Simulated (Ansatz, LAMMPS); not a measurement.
# Elastic response of glassy 69SiO2-19Al2O3-6SrO-6Li2O (mol %) (106 atoms), part 3 of 5

Aim: relax glassy 69SiO2-19Al2O3-6SrO-6Li2O (mol %) (106 atoms), then change its volume and shape to read moduli from the stress.

Ansatz 0.2.0; Kohn-Sham DFT, PBE, PAW (set soft_2), plane waves.

The cell: 22 Si, 12 Al, 2 Sr, 4 Li and 66 O. The quench rate of 50 K/ps is orders of magnitude faster than experiment. The starting topology of bonds comes from the classical model. Sampling is at Γ alone.

So far. Step 2 (Single point at the start): The r.m.s. force at the start is 1.2 eV/Å. Step 3 (Cell and atoms relaxed): The relaxation converged after 20 steps, with a largest force component of 0.030 eV/Å.

## Step 5: Volume -3 %

The relaxed cell is scaled evenly and the atoms are relaxed again; the stress at the end gives one point of P(V).

input.yaml reads:

```yaml
crystal:
  lattice:
    - [10.87991, 0.17449, 0.07188]
    - [0.17449, 10.95028, 0.21958]
    - [0.07188, 0.21958, 11.21061]
  atoms:
    [... the 106 atom lines of step 4 ...]
kpoints:
  mp_grid: { grid: [1, 1, 1] }
hamiltonian:
  xc: pbe
scf:
  occupations: { method: fixed }
output:
  forces: true
  eigenvalues: true
  stress: true
relax:
  f_tol: 0.05
  max_steps: 70
```

Started as:

```
> ansatz run input.yaml --threads 4 --pin off --max-ram 8192MiB --backend cpu --events-out ev --progress --plain --runs-dir out
```

Numbers of over 12 decimals in the logs are rounded to 6 here.

Output:

```text
Warning: output.stress: scf.convergence.dr2_threshold = 1e-7 eV (the SCF's general default) is looser than the 1.06e-8 eV advised for a printed stress (1e-10 eV for each atom of the cell: 106). What an SCF threshold leaves in a stress goes as its square root, and in the free energy as the threshold itself, and one threshold admits the most on a small cell: [...]
[...]
Crystal: 106 atoms, lattice volume = 1334.693 Å³
Basis set: ecut = 420 eV, 26095 PW (Γ), exchange–correlation on 150×150×150 points (8 copies of the dense FFT grid, shifted against one another)
Bands: 382, of which v1, the nominal top of the filled ones, is band 276 counted from 1 (275 counted from 0)
Symmetry: 1 space group operations
[...]
k-points: 1
[...]
SCF iter   1: F=—  HF=-65920.360557 eV  |F-HF|=—  |Δ(HF+E_count)|=         —  Δρ=1.96e-3  dr2=7.03e-2  ethr=1.77e-3  ⟨swp⟩=5.0  Hψ=1495  notcnv=0  defer=104
[...]
SCF iter   6: F=-65920.366013 eV  HF=-65920.366016 eV  |F-HF|=2.72e-6  |Δ(HF+E_count)|=   6.26e-6  Δρ=2.93e-5  dr2=1.03e-5  ethr=1.13e-8  ⟨swp⟩=20.0  Hψ=2506  notcnv=0
SCF 1 converged in 6 iterations: F = -65920.366013 eV  dr2 = 1.03e-5
[...]
relax step   1: F+E_penalty+E_count = -65920.36601279 eV  Δ(F+E_penalty+E_count) = +0.000e0 eV  max|allowed force component| = 5.588e-1 eV/Å  Δτ_max = 0.0000 Å  (6 SCF iters, dr2 threshold 6.25e-5 eV, accepted)
[...]
relax step   2: F+E_penalty+E_count = -65920.57128808 eV  Δ(F+E_penalty+E_count) = -2.053e-1 eV  max|allowed force component| = 3.079e-1 eV/Å  Δτ_max = 0.0321 Å  (6 SCF iters, dr2 threshold 1.95e-5 eV, accepted)
[...]
relax step   3: F+E_penalty+E_count = -65920.71555195 eV  Δ(F+E_penalty+E_count) = -1.443e-1 eV  max|allowed force component| = 1.713e-1 eV/Å  Δτ_max = 0.0612 Å  (7 SCF iters, dr2 threshold 5.92e-6 eV, accepted)
relax step   4: F+E_penalty+E_count = -65920.66116595 eV  Δ(F+E_penalty+E_count) = +5.439e-2 eV  max|allowed force component| = 5.330e-1 eV/Å  Δτ_max = 0.2000 Å  (7 SCF iters, dr2 threshold 8.90e-6 eV, rejected (line search))
relax step   5: F+E_penalty+E_count = -65920.75583712 eV  Δ(F+E_penalty+E_count) = -4.029e-2 eV  max|allowed force component| = 9.215e-2 eV/Å  Δτ_max = 0.0885 Å  (9 SCF iters, accepted)
relax step   6: F+E_penalty+E_count = -65920.75964505 eV  Δ(F+E_penalty+E_count) = -3.808e-3 eV  max|allowed force component| = 1.967e-1 eV/Å  Δτ_max = 0.1000 Å  (9 SCF iters, accepted)
relax step   7: F+E_penalty+E_count = -65920.77015728 eV  Δ(F+E_penalty+E_count) = -1.051e-2 eV  max|allowed force component| = 5.410e-2 eV/Å  Δτ_max = 0.0593 Å  (5 SCF iters, dr2 threshold 1.12e-5 eV, accepted)
[...]
relax step   8: F+E_penalty+E_count = -65920.77166925 eV  Δ(F+E_penalty+E_count) = -1.512e-3 eV  max|allowed force component| = 4.146e-2 eV/Å  Δτ_max = 0.0103 Å  (7 SCF iters, accepted)
SCF converged after 7 iterations
Free energy (F): -65920.771669 eV
[...]
Internal energy: -65920.771669 eV  (E = F + TS)
E sigma→0 (E₀):  -65920.771669 eV
Fermi energy:    4.265444 eV
[...]
--- Forces (eV/Å), atoms counted from 1 ---
  atom   1  Si     0.00554866    -0.00314362     0.00339181
  atom   2  Si    -0.01861184    -0.00145164    -0.00407525
  atom   3  Si     0.01707889    -0.00771656     0.00415661
  atom   4  Si    -0.00605327     0.00565799    -0.00448355
  atom   5  Si    -0.00731648    -0.01266268     0.01234084
  atom   6  Si    -0.00643283    -0.00123688    -0.00754435
  atom   7  Si    -0.00229319     0.00248372    -0.00726109
  atom   8  Si     0.01321935    -0.00635186    -0.00972562
  atom   9  Si     0.00716520    -0.01012505     0.00738014
  atom  10  Si    -0.00375813    -0.01819653     0.00623587
  atom  11  Si    -0.00374127    -0.00799561     0.00091691
  atom  12  Si     0.00092737    -0.00459382    -0.01069034
  atom  13  Si     0.00024230     0.00788597    -0.00155868
  atom  14  Si     0.02218027     0.00661969     0.00127415
[...]
atom 105  O      0.00218137    -0.01450874     0.00208045
  atom 106  O     -0.00851917     0.00397565    -0.01173284
  max |Σ_I F_I| component: 8.56e-5 eV/Å
--- Stress (GPa, compression-positive) ---
        1.714139      -0.003997      -0.088010
       -0.004004       2.186108       0.148324
       -0.088015       0.148321       1.873186
  P = ⅓ Tr σ = 1.9245 GPa (19.245 kbar)
--- Band table (eV) ---
[...]
--- Relaxed structure (8 steps of the walk, 7 accepted, 0 SCFs on fresh bases) ---
  F+E_penalty+E_count = -65920.77166925 eV   max|allowed force component| = 4.146e-2 eV/Å
  atoms:
    - { symbol: Si, position: [0.386996, 0.460241, 0.717763] }
    - { symbol: Si, position: [0.00612363, 0.558358, 0.892167] }
    - { symbol: Si, position: [0.424011, 0.931400, 0.309023] }
    - { symbol: Si, position: [0.853897, 0.774089, 0.595472] }
[...]
- { symbol: O, position: [0.621165, 0.230563, 0.879541] }
```

The job ended after 53 s (4 threads of Intel Xeon Gold 6455B (Sapphire Rapids), shared host; peak memory 1.9 GiB).

The program notes that the SCF threshold is loose for the stress.

The relaxation converged after 8 steps, 0.406 eV below its start, with a largest force component of 0.041 eV/Å.

Volume -3 %: the energy stands 0.243 eV above that of the reference, at a pressure of 1.92 GPa.

## Step 6: Volume +3 %

The relaxed cell is scaled to another volume.

Input and log are left out; they have the form of those shown for this kind of step.

Wall time 46 s (4 threads of Intel Xeon Gold 6455B (Sapphire Rapids), shared host); peak memory 1.9 GiB.

The relaxation converged after 7 steps, 0.347 eV below its start, with a largest force component of 0.037 eV/Å.

Volume +3 %: the energy stands 0.245 eV above that of the reference, at a pressure of -1.85 GPa.

## Step 7: Volume -6 %

The relaxed cell is scaled to another volume.

input.yaml, the sections that differ from step 5:

```yaml
crystal:
  lattice:
    - [10.76657, 0.17267, 0.07113]
    - [0.17267, 10.83621, 0.21729]
    - [0.07113, 0.21729, 11.09382]
  atoms:
    [... the 106 atom lines of step 4 ...]
# kpoints, hamiltonian, scf, output, relax: as in step 5
```

Output:

```text
[...]
Crystal: 106 atoms, lattice volume = 1293.414 Å³
Basis set: ecut = 420 eV, 25263 PW (Γ), exchange–correlation on 144×150×150 points (8 copies of the dense FFT grid, shifted against one another)
Bands: 382, of which v1, the nominal top of the filled ones, is band 276 counted from 1 (275 counted from 0)
Symmetry: 1 space group operations
[...]
k-points: 1
[...]
SCF iter   1: F=—  HF=-65918.264225 eV  |F-HF|=—  |Δ(HF+E_count)|=         —  Δρ=2.03e-3  dr2=7.06e-2  ethr=1.77e-3  ⟨swp⟩=5.0  Hψ=1496  notcnv=0  defer=103
[...]
SCF iter   5: F=—  HF=-65918.271666 eV  |F-HF|=—  |Δ(HF+E_count)|=   4.32e-5  Δρ=7.48e-5  dr2=6.42e-5  ethr=5.42e-8  ⟨swp⟩=2.0  Hψ=554  notcnv=0  defer=104
SCF iter   6: F=-65918.271668 eV  HF=-65918.271671 eV  |F-HF|=2.25e-6  |Δ(HF+E_count)|=   5.04e-6  Δρ=2.82e-5  dr2=9.26e-6  ethr=1.13e-8  ⟨swp⟩=20.0  Hψ=2507  notcnv=0
SCF 1 converged in 6 iterations: F = -65918.271668 eV  dr2 = 9.26e-6
[...]
relax step   1: F+E_penalty+E_count = -65918.27166847 eV  Δ(F+E_penalty+E_count) = +0.000e0 eV  max|allowed force component| = 1.184e0 eV/Å  Δτ_max = 0.0000 Å  (6 SCF iters, dr2 threshold 6.25e-5 eV, accepted)
[...]
relax step   2: F+E_penalty+E_count = -65919.12533106 eV  Δ(F+E_penalty+E_count) = -8.537e-1 eV  max|allowed force component| = 6.473e-1 eV/Å  Δτ_max = 0.0616 Å  (6 SCF iters, dr2 threshold 8.76e-5 eV, accepted)
[...]
relax step   3: F+E_penalty+E_count = -65919.75693355 eV  Δ(F+E_penalty+E_count) = -6.316e-1 eV  max|allowed force component| = 3.233e-1 eV/Å  Δτ_max = 0.1272 Å  (7 SCF iters, dr2 threshold 2.62e-5 eV, accepted)
relax step   4: F+E_penalty+E_count = -65919.89005013 eV  Δ(F+E_penalty+E_count) = -1.331e-1 eV  max|allowed force component| = 4.787e-1 eV/Å  Δτ_max = 0.2000 Å  (6 SCF iters, dr2 threshold 2.61e-5 eV, accepted)
relax step   5: F+E_penalty+E_count = -65919.95202729 eV  Δ(F+E_penalty+E_count) = -6.198e-2 eV  max|allowed force component| = 1.651e-1 eV/Å  Δτ_max = 0.0412 Å  (5 SCF iters, dr2 threshold 5.72e-5 eV, accepted)
relax step   6: F+E_penalty+E_count = -65919.97690227 eV  Δ(F+E_penalty+E_count) = -2.487e-2 eV  max|allowed force component| = 1.260e-1 eV/Å  Δτ_max = 0.0420 Å  (6 SCF iters, dr2 threshold 3.24e-6 eV, accepted)
relax step   7: F+E_penalty+E_count = -65919.99678517 eV  Δ(F+E_penalty+E_count) = -1.988e-2 eV  max|allowed force component| = 9.126e-2 eV/Å  Δτ_max = 0.0660 Å  (9 SCF iters, accepted)
relax step   8: F+E_penalty+E_count = -65920.00747159 eV  Δ(F+E_penalty+E_count) = -1.069e-2 eV  max|allowed force component| = 7.533e-2 eV/Å  Δτ_max = 0.0338 Å  (6 SCF iters, dr2 threshold 4.37e-6 eV, accepted)
relax step   9: F+E_penalty+E_count = -65920.00283047 eV  Δ(F+E_penalty+E_count) = +4.641e-3 eV  max|allowed force component| = 1.958e-1 eV/Å  Δτ_max = 0.1422 Å  (7 SCF iters, dr2 threshold 2.98e-6 eV, rejected (line search))
[...]
relax step  10: F+E_penalty+E_count = -65920.01978257 eV  Δ(F+E_penalty+E_count) = -1.231e-2 eV  max|allowed force component| = 4.415e-2 eV/Å  Δτ_max = 0.0496 Å  (8 SCF iters, accepted)
SCF converged after 8 iterations
Free energy (F): -65920.019783 eV
[...]
Internal energy: -65920.019783 eV  (E = F + TS)
E sigma→0 (E₀):  -65920.019783 eV
Fermi energy:    4.573308 eV
[...]
Σ components = -65920.019783   (vs F -65920.019783, Δ=0.00e0)
--- Forces (eV/Å), atoms counted from 1 ---
  atom   1  Si    -0.00646792    -0.00664371    -0.00423580
  atom   2  Si     0.02383656    -0.02980667     0.00313314
  atom   3  Si     0.02448847    -0.00699071    -0.01425984
  atom   4  Si     0.00944026    -0.01797362     0.00903781
[...]
atom 106  O     -0.00188168     0.03221320    -0.00104394
  max |Σ_I F_I| component: 1.79e-4 eV/Å
--- Stress (GPa, compression-positive) ---
        3.516612      -0.055339      -0.234960
       -0.055349       4.372490       0.293890
       -0.234964       0.293884       3.775637
  P = ⅓ Tr σ = 3.8882 GPa (38.882 kbar)
--- Band table (eV) ---
[...]
--- Relaxed structure (10 steps of the walk, 9 accepted, 0 SCFs on fresh bases) ---
  F+E_penalty+E_count = -65920.01978257 eV   max|allowed force component| = 4.415e-2 eV/Å
  atoms:
    - { symbol: Si, position: [0.389854, 0.463988, 0.720139] }
    - { symbol: Si, position: [0.010742, 0.559029, 0.892239] }
    - { symbol: Si, position: [0.422556, 0.933213, 0.310079] }
    - { symbol: Si, position: [0.851508, 0.770647, 0.595313] }
[...]
- { symbol: O, position: [0.623306, 0.229491, 0.889389] }
```

Run time: 64 s. Hardware: 4 threads; peak memory 1.8 GiB; 4 min of CPU time.

The relaxation converged after 10 steps, 1.75 eV below its start, with a largest force component of 0.044 eV/Å.

Volume -6 %: the energy stands 0.995 eV above that of the reference, at a pressure of 3.89 GPa.

## Step 8: Volume +6 %

The relaxed cell is scaled to another volume.

input.yaml, the sections that differ from step 7:

```yaml
crystal:
  lattice:
    - [11.2065, 0.17973, 0.07403]
    - [0.17973, 11.27899, 0.22617]
    - [0.07403, 0.22617, 11.54713]
  atoms:
    [... the 106 atom lines of step 4 ...]
# kpoints, hamiltonian, scf, output, relax: as in step 7
```

Output:

```text
[...]
Crystal: 106 atoms, lattice volume = 1458.532 Å³
Basis set: ecut = 420 eV, 28515 PW (Γ), exchange–correlation on 150×160×160 points (8 copies of the dense FFT grid, shifted against one another)
Bands: 382, of which v1, the nominal top of the filled ones, is band 276 counted from 1 (275 counted from 0)
Symmetry: 1 space group operations
[...]
k-points: 1
[...]
SCF iter   1: F=—  HF=-65918.760492 eV  |F-HF|=—  |Δ(HF+E_count)|=         —  Δρ=1.91e-3  dr2=7.65e-2  ethr=1.77e-3  ⟨swp⟩=5.0  Hψ=1400  notcnv=0  defer=104
[...]
SCF iter   5: F=—  HF=-65918.774927 eV  |F-HF|=—  |Δ(HF+E_count)|=   1.64e-5  Δρ=8.27e-5  dr2=1.02e-4  ethr=9.76e-8  ⟨swp⟩=2.0  Hψ=494  notcnv=0  defer=104
SCF iter   6: F=-65918.774922 eV  HF=-65918.774945 eV  |F-HF|=2.27e-5  |Δ(HF+E_count)|=   1.82e-5  Δρ=5.46e-5  dr2=3.77e-5  ethr=1.13e-8  ⟨swp⟩=19.0  Hψ=2659  notcnv=0
SCF 1 converged in 6 iterations: F = -65918.774922 eV  dr2 = 3.77e-5
[...]
relax step   1: F+E_penalty+E_count = -65918.77492224 eV  Δ(F+E_penalty+E_count) = +0.000e0 eV  max|allowed force component| = 9.511e-1 eV/Å  Δτ_max = 0.0000 Å  (6 SCF iters, dr2 threshold 6.25e-5 eV, accepted)
[...]
relax step   2: F+E_penalty+E_count = -65919.49659405 eV  Δ(F+E_penalty+E_count) = -7.217e-1 eV  max|allowed force component| = 5.433e-1 eV/Å  Δτ_max = 0.0688 Å  (6 SCF iters, dr2 threshold 5.65e-5 eV, accepted)
[...]
relax step   3: F+E_penalty+E_count = -65919.93873844 eV  Δ(F+E_penalty+E_count) = -4.421e-1 eV  max|allowed force component| = 3.823e-1 eV/Å  Δτ_max = 0.1113 Å  (7 SCF iters, dr2 threshold 1.84e-5 eV, accepted)
relax step   4: F+E_penalty+E_count = -65919.98527850 eV  Δ(F+E_penalty+E_count) = -4.654e-2 eV  max|allowed force component| = 2.862e-1 eV/Å  Δτ_max = 0.0624 Å  (6 SCF iters, dr2 threshold 4.77e-5 eV, accepted)
relax step   5: F+E_penalty+E_count = -65920.02996836 eV  Δ(F+E_penalty+E_count) = -4.469e-2 eV  max|allowed force component| = 1.197e-1 eV/Å  Δτ_max = 0.0822 Å  (5 SCF iters, dr2 threshold 4.06e-5 eV, accepted)
relax step   6: F+E_penalty+E_count = -65920.05006838 eV  Δ(F+E_penalty+E_count) = -2.010e-2 eV  max|allowed force component| = 9.249e-2 eV/Å  Δτ_max = 0.0532 Å  (6 SCF iters, dr2 threshold 2.51e-6 eV, accepted)
relax step   7: F+E_penalty+E_count = -65920.06574679 eV  Δ(F+E_penalty+E_count) = -1.568e-2 eV  max|allowed force component| = 6.996e-2 eV/Å  Δτ_max = 0.0632 Å  (9 SCF iters, accepted)
relax step   8: F+E_penalty+E_count = -65920.07298021 eV  Δ(F+E_penalty+E_count) = -7.233e-3 eV  max|allowed force component| = 6.004e-2 eV/Å  Δτ_max = 0.0410 Å  (6 SCF iters, dr2 threshold 2.80e-6 eV, accepted)
relax step   9: F+E_penalty+E_count = -65920.07557776 eV  Δ(F+E_penalty+E_count) = -2.598e-3 eV  max|allowed force component| = 9.061e-2 eV/Å  Δτ_max = 0.0270 Å  (7 SCF iters, accepted)
relax step  10: F+E_penalty+E_count = -65920.07938164 eV  Δ(F+E_penalty+E_count) = -3.804e-3 eV  max|allowed force component| = 4.226e-2 eV/Å  Δτ_max = 0.0367 Å  (5 SCF iters, dr2 threshold 6.05e-6 eV, accepted)
[...]
relax step  11: F+E_penalty+E_count = -65920.07938387 eV  Δ(F+E_penalty+E_count) = -2.232e-6 eV  max|allowed force component| = 4.228e-2 eV/Å  Δτ_max = 0.0000 Å  (4 SCF iters, accepted)
SCF converged after 4 iterations
Free energy (F): -65920.079384 eV
[...]
Internal energy: -65920.079384 eV  (E = F + TS)
E sigma→0 (E₀):  -65920.079384 eV
Fermi energy:    3.431679 eV
[...]
Σ components = -65920.079384   (vs F -65920.079384, Δ=0.00e0)
--- Forces (eV/Å), atoms counted from 1 ---
  atom   1  Si    -0.01073350    -0.00424970    -0.00100963
  atom   2  Si    -0.00224548     0.02005732    -0.00533483
  atom   3  Si    -0.01431882    -0.00288552    -0.01550935
  atom   4  Si    -0.00058247    -0.00770384     0.01703014
[...]
atom 106  O     -0.00001048    -0.00288207     0.00937095
  max |Σ_I F_I| component: 1.50e-4 eV/Å
--- Stress (GPa, compression-positive) ---
       -3.226319       0.046264       0.062629
        0.046262      -4.051602      -0.222108
        0.062623      -0.222111      -3.407877
  P = ⅓ Tr σ = -3.5619 GPa (-35.619 kbar)
--- Band table (eV) ---
[...]
--- Relaxed structure (11 steps of the walk, 11 accepted, 0 SCFs on fresh bases) ---
  F+E_penalty+E_count = -65920.07938387 eV   max|allowed force component| = 4.228e-2 eV/Å
  atoms:
    - { symbol: Si, position: [0.380678, 0.450999, 0.711191] }
    - { symbol: Si, position: [-0.00708175, 0.558104, 0.889027] }
    - { symbol: Si, position: [0.426381, 0.926491, 0.307276] }
    - { symbol: Si, position: [0.862112, 0.782831, 0.595561] }
[...]
- { symbol: O, position: [0.617450, 0.233000, 0.858742] }
```

Wall time 74 s (4 threads); peak memory 2 GiB; 4.6 min of CPU time.

The relaxation converged after 11 steps, 1.30 eV below its start, with a largest force component of 0.042 eV/Å.

Volume +6 %: the energy stands 0.936 eV above that of the reference, at a pressure of -3.56 GPa.

(Part 3 of 5 ends here.)

[Logs are printed without paths, hosts, clocks, repeated set-up lines and the standing remarks that a program may print on its own settings, such as how far it seeks lower states.]

[Hosts, paths, dates, database ids (printed as entryN), source tags and the programs' standing remarks are cut or masked in the printed files.]
